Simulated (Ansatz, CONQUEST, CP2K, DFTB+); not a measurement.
**Codes compared on Ge/Sn superlattice along [001] (80 atoms)**

Wanted: errors and costs of other methods on Ge/Sn superlattice along [001] (80 atoms). A plane-wave run serves as the reference.

Calculated with Ansatz 0.2.0; Kohn-Sham DFT, PBE, PAW, plane waves.

## Step 1: Starting point

The cell holds 80 atoms: 16 Ge and 64 Sn. Its edges and angles: a = 9.177 Å, b = 9.177 Å, c = 31.107 Å, α = 90.0°, β = 90.0°, γ = 90.0°. Diamond-structure lattice with in-plane constant 6.489 Å; 1 period of Ge and 4 of Sn along [001], 2 x 2 in-plane cells; the two parts stretched along z by 0.7938 and 1.0; every coordinate displaced by a Gaussian of 0.05 Å. Then every atom was moved at random, 0.02 Å r.m.s. a Cartesian component. Regions: Ge, 16 atoms (16 Ge); Sn, 64 atoms (64 Sn). The structure's axis is c.

## Step 2: Plane-wave reference

The PAW files are the set soft_2.

Contents of input.yaml:

```yaml
crystal:
  lattice:
    - [9.17683, 0.0, 0.0]
    - [0.0, 9.17683, 0.0]
    - [0.0, 0.0, 31.10697]
  atoms:
    - { symbol: Ge, position: [0.00085, 4.0e-05, 0.99978] }
    - { symbol: Ge, position: [0.25044, 0.99573, 0.04305] }
    - { symbol: Ge, position: [0.49744, 0.99768, 0.00134] }
    - { symbol: Ge, position: [0.74823, 0.00538, 0.0384] }
    [... 70 atom lines left out ...]
    - { symbol: Sn, position: [0.74278, 0.25112, 0.89699] }
    - { symbol: Sn, position: [0.00323, 0.25226, 0.94828] }
    - { symbol: Sn, position: [0.24947, 0.74603, 0.89685] }
    - { symbol: Sn, position: [0.50116, 0.74616, 0.94896] }
    - { symbol: Sn, position: [0.74935, 0.75471, 0.89784] }
    - { symbol: Sn, position: [0.00046, 0.75504, 0.95301] }
kpoints:
  mp_grid: { grid: [1, 1, 1] }
hamiltonian:
  xc: pbe
scf:
  occupations: { method: fermi_dirac, width: 0.05 }
output:
  forces: true
  eigenvalues: true
  populations: true
  stress: true
```

Command:

```sh
$ ansatz run input.yaml --threads 4 --pin off --max-ram 8192MiB --backend cpu --events-out ev --progress --plain --runs-dir out
```

The log of the run:

```text
[...]
Pseudopotentials: kind: paw
Pseudopotential: Ge, paw, valence charge 14, recommended cutoff 420 eV (normal), Ge.paw.azcp
Pseudopotential: Sn, paw, valence charge 14, recommended cutoff 420 eV (normal), Sn.paw.azcp
[... 5 lines on functional and potentials left out ...]
Crystal: 80 atoms, lattice volume = 2619.649 Å³
Basis set: ecut = 420 eV, 51323 PW (Γ), exchange–correlation on 128×128×432 points (8 copies of the dense FFT grid, shifted against one another)
Bands: 672, of which v1, the nominal top of the filled ones, is band 560 counted from 1 (559 counted from 0)
Symmetry: 1 space group operations
Space group: P1 (ITA 1), of the structure as read, at distance tolerance 1.4e-4 Å
k-points: 1
[... 5 lines on functional and potentials left out ...]
Initial density: superposition of atomic densities (neutral atoms: chi_scale 0, normalization atom), corrected by the library's trained network
Initial wavefunctions: pseudopotential atomic-orbital guess
[...]
SCF iter   1: F=—  HF=-454239.261541 eV  |F-HF|=—  |Δ(HF+E_count)|=         —  Δρ=5.93e-3  dr2=7.95e0  ethr=1.77e-3  ⟨swp⟩=6.0  Hψ=2773  notcnv=0  defer=56
preconditioner: auto → LDOS  [metal: Δε(μ)=0.070 eV  Ē_g=19.519 eV  σ=0.050 eV  W_gap=0.33  n_scr=578 (ndim 8)  ℏωp=24.3 eV  f_vac=0.092  D(μ)=39.10/eV (n_scr^D=204)  β→1.0]
[...]
SCF iter  11: F=—  HF=-454238.979831 eV  |F-HF|=—  |Δ(HF+E_count)|=   1.00e-7  Δρ=1.87e-6  dr2=3.30e-7  ethr=1.19e-10  ⟨swp⟩=2.0  Hψ=1129  notcnv=0  defer=71
SCF iter  12: F=-454238.979831 eV  HF=-454238.979831 eV  |F-HF|=6.34e-8  |Δ(HF+E_count)|=   1.62e-8  Δρ=9.35e-7  dr2=7.90e-8  ethr=8.93e-12  ⟨swp⟩=13.0  Hψ=3547  notcnv=0
SCF 1 converged in 12 iterations: F = -454238.979831 eV  dr2 = 7.90e-8
[...]
SCF converged after 12 iterations
Free energy (F): -454238.979831 eV
Harris-Foulkes:  -454238.979831 eV  (|F-HF|=6.34e-8)
Internal energy: -454238.611662 eV  (E = F + TS)
E sigma→0 (E₀):  -454238.795747 eV
Entropy (-TS):   -0.368170 eV (-4.602 meV/atom)
Fermi energy:    7.624252 eV
--- Per-component energies (eV) ---
[...]
Σ components = -454238.979831   (vs F -454238.979831, Δ=0.00e0)
--- Forces (eV/Å), atoms counted from 1 ---
  atom   1  Ge     0.04168476     0.39801105     0.26803871
  atom   2  Ge    -0.15803627     0.00122662    -0.22881059
  atom   3  Ge    -0.00982671     0.09692854    -0.18350889
  atom   4  Ge     0.13830101    -0.11629871     0.22143036
[...]
atom  80  Sn     0.01513292    -0.40919407     0.08155266
  max |Σ_I F_I| component: 1.98e-5 eV/Å
--- Stress (GPa, compression-positive) ---
        6.376194       0.069539       0.166037
        0.069539       6.090939       0.025027
        0.166037       0.025027       1.215527
  P = ⅓ Tr σ = 4.5609 GPa (45.609 kbar)
--- Band table (eV) ---
  k-point 0: bands = ["-16.7373", "-16.7341", "-16.7309", "-16.7265", [... 656 levels ...], "11.8530", "11.8681", "11.9500", "11.9641", "11.9941", "11.9948", "12.0123", "12.0301", "12.0343", "12.0749", "12.0987", "12.1528"]
--- Löwdin populations: 80 sites ---
  site symbol       q [e]
     0     Ge     14.1087
     1     Ge     14.0019
     2     Ge     14.0921
[...]
79     Sn     13.8455
  spilling = 0.001758 (of n_electrons = 1120.000000)
```

It took 42 s on 4 threads of Intel Xeon 6975P-C (Granite Rapids), shared host; peak memory 4.5 GiB; 2.3 min of CPU time.

The run gave:

```
free energy                             : -454238.9798 eV
free energy per atom                    : -5677.9872 eV/atom
SCF cycles                              : 12
pressure                                : 4.561 GPa
r.m.s. force component                  : 0.5222 eV/Å
longest force                           : 2.088 eV/Å
Fermi energy                            : 7.624 eV
levels partly filled by over 2 per cent : 7
spilling of the projection              : 0.001758
```

Length of the force by element:

| element | coordination | atoms | mean length of the force (eV/Å) | spread | least | most |
| --- | --- | --- | --- | --- | --- | --- |
| Ge | all | 16 | 0.468 | 0.413 | 0.133 | 1.66 |
| Sn | all | 64 | 0.886 | 0.374 | 0.177 | 2.09 |

Löwdin charges by element (they lack the spilled electrons, 0.025 e an atom on average):

| element | coordination | atoms | mean charge (e) | spread | least | most |
| --- | --- | --- | --- | --- | --- | --- |
| Ge | all | 16 | -0.0576 | 0.0627 | -0.151 | 0.0191 |
| Sn | all | 64 | 0.0452 | 0.0473 | 0.0135 | 0.196 |

By region:

| region | atoms | mean length of the force (eV/Å) |
| --- | --- | --- |
| Ge | 16 | 0.468 |
| Sn | 64 | 0.886 |

The levels nearest the highest filled one (over half full), pooled over k-points and spins:

| level less the highest filled one (eV) | occupation |
| --- | --- |
| -0.575 | 2 |
| -0.544 | 2 |
| -0.353 | 2.00 |
| -0.276 | 1.99 |
| -0.0199 | 1.24 |
| 0 | 1.04 |
| 0.0459 | 0.608 |
| 0.0767 | 0.381 |
| 0.0914 | 0.299 |
| 0.0991 | 0.262 |
| 0.136 | 0.134 |
| 0.245 | 0.016 |

The run ends at a pressure of 4.56 GPa, with forces up to 2.1 eV/Å.

## Step 3: The other programs

The programs:
- CONQUEST 1.3: pseudo-atomic orbitals (double zeta with polarisation, or contracted to multi-site or on-site support functions) with norm-conserving potentials on an integration grid.
- CP2K 2026.2: Gaussian basis with GTH pseudopotentials and a plane-wave density; labels give functional, basis (MOLOPT sets; SR short-range, UZH the newer set with its own potentials), grid cutoff/relative cutoff and solver (OT: orbital transformation; TRS4, TC2, SIGN: linear-scaling purification with its sparsity filter), or its built-in tight binding.
- DFTB+ 25.1: tight binding, with Slater–Koster sets (DFTB) or xTB through its tblite library.

All use the same cell and atoms; the electronic-structure runs use the same k-mesh, and an electronic temperature of 580 K (0.05 eV) where levels are smeared.

Differences are against the plane-wave reference, forces as r.m.s. over components; share is that over the reference's r.m.s. force, slope the least-squares factor from reference forces to these. Total energies of different programs have different zeros and aren't compared.

| run | Δ force, r.m.s. (meV/Å) | share (%) | slope | Δ pressure (GPa) | cores | CPU time | memory (GiB) |
| --- | --- | --- | --- | --- | --- | --- | --- |
| reference | - | - | - | - | 4 | 2.3 min | 4.5 |
| CONQUEST PBE, grid 80 Ha | 53.4 | 10.2 | 1.018 | 0.120 | 2 | 5.7 min | 8.6 |
| CONQUEST PBE, grid 80 Ha, multi-site 8 bohr | 61.0 | 11.7 | 1.033 | - | 2 | 5.7 min | 8.9 |
| CP2K PBE, DZVP-MOLOPT (SR for Ge, Sn), 350/50 Ry, diagonalisation | 14.5 | 2.77 | 0.987 | 0.431 | 4 | 4.5 min | 4.9 |
| CP2K PBE, DZVP-MOLOPT-SR, 350/50 Ry, diagonalisation | 14.5 | 2.77 | 0.987 | 0.431 | 4 | 4.5 min | 4.9 |
| DFTB+ GFN1-xTB | 163 | 31.1 | 1.217 | -2.95 | 1 | 24 s | 0.73 |
| DFTB+ IPEA1-xTB | 348 | 66.6 | 1.338 | 3.77 | 1 | 28 s | 0.73 |

CPU time is summed over cores on a shared host, where runs went side by side, so it is rough. Symmetry, cutoffs, thresholds, outputs and thread counts weren't matched or tuned between programs; memory under MPI is the largest rank's times the ranks.

Runs without a result: CP2K GFN1-xTB, diagonalisation (not converged, the SCF not settling).

Mean charges by element (e), by run and scheme:

| run | scheme | Ge | Sn |
| --- | --- | --- | --- |
| reference | Löwdin | -0.06 | +0.05 |
| CP2K PBE, DZVP-MOLOPT (SR for Ge, Sn), 350/50 Ry, diagonalisation | Mulliken | -0.02 | 0.00 |
| CP2K PBE, DZVP-MOLOPT (SR for Ge, Sn), 350/50 Ry, diagonalisation | Hirshfeld | -0.03 | +0.01 |
| CP2K PBE, DZVP-MOLOPT-SR, 350/50 Ry, diagonalisation | Mulliken | -0.02 | 0.00 |
| CP2K PBE, DZVP-MOLOPT-SR, 350/50 Ry, diagonalisation | Hirshfeld | -0.03 | +0.01 |
| DFTB+ GFN1-xTB | Mulliken | -0.05 | +0.01 |
| DFTB+ IPEA1-xTB | Mulliken | -0.17 | +0.04 |

The reference's Löwdin charges lack the electrons that the projection spills, 0.025 e an atom on average.

## Step 4: Results

```json
{
 "reference r.m.s. force component": "0.522 eV/Å",
 "nearest in forces": "a tie at 2.8 % of 2 runs: CP2K PBE, DZVP-MOLOPT (SR for Ge, Sn), 350/50 Ry, diagonalisation; CP2K PBE, DZVP-MOLOPT-SR, 350/50 Ry, diagonalisation",
 "farthest in forces": "DFTB+ IPEA1-xTB, 67 %",
 "cheapest electronic-structure run beside the reference": "DFTB+ GFN1-xTB, 24 s of CPU time"
}
```

In words: The PBE runs in local orbitals differ by 2.8 % (CP2K PBE, DZVP-MOLOPT (SR for Ge, Sn), 350/50 Ry, diagonalisation) to 12 % (CONQUEST PBE, grid 80 Ha, multi-site 8 bohr); basis, grid and potentials can all enter. Tight binding differs by 31 % (DFTB+ GFN1-xTB) to 67 % (DFTB+ IPEA1-xTB); it is another model, with fitted parameters of its own, and the xTB methods hold dispersion. IPEA1-xTB was fitted to ionisation energies and electron affinities, not to forces or charges. Of the electronic-structure runs that take under half the reference's CPU time, DFTB+ GFN1-xTB comes nearest, at 31 % in 24 s against 2.3 min; its pressure misses by -2.9 GPa. Charges hang on model, scheme and program or settings: among these rows the mean for Ge runs from -0.17 to -0.02 e. In the reference: counting bands leaves a spacing of only 0.046 eV (at Γ alone), which the smearing bridges: 7 levels are partly filled by over 2 %, so a gap, if any, is small at this level. In the reference: mean Löwdin charges: Ge -0.06, Sn +0.05 e. Periodic xTB results under one method name differ between programs and library versions (DFTB+ here holds tblite 0.3). The potentials hold different valence shells: 1120 electrons in the reference, 320 in CP2K with DZVP-MOLOPT; this bears on time and differences. The reference's stress is far from hydrostatic: its diagonal is 6.4, 6.1, 1.2 GPa, compression counted positive. The host structure and its lattice constant were typed by rule, without a check against the phase diagram. The reference's pressure of 4.6 GPa belongs to a cell and atoms that aren't relaxed at this level. The electronic-structure runs sample only Γ, in a cell whose shortest periodic width is 9 Å, which is coarse for a cell with partly filled levels.

[Also dropped from logs without a mark: logging warnings of Python, and SIESTA's first energy breakdown and zero terms.]

[Logs are printed without paths, hosts, clocks, repeated set-up lines and the standing remarks that a program may print on its own settings, such as how far it seeks lower states.]

[Hosts, paths, dates, database ids (printed as entryN), source tags and the programs' standing remarks are cut or masked in the printed files.]
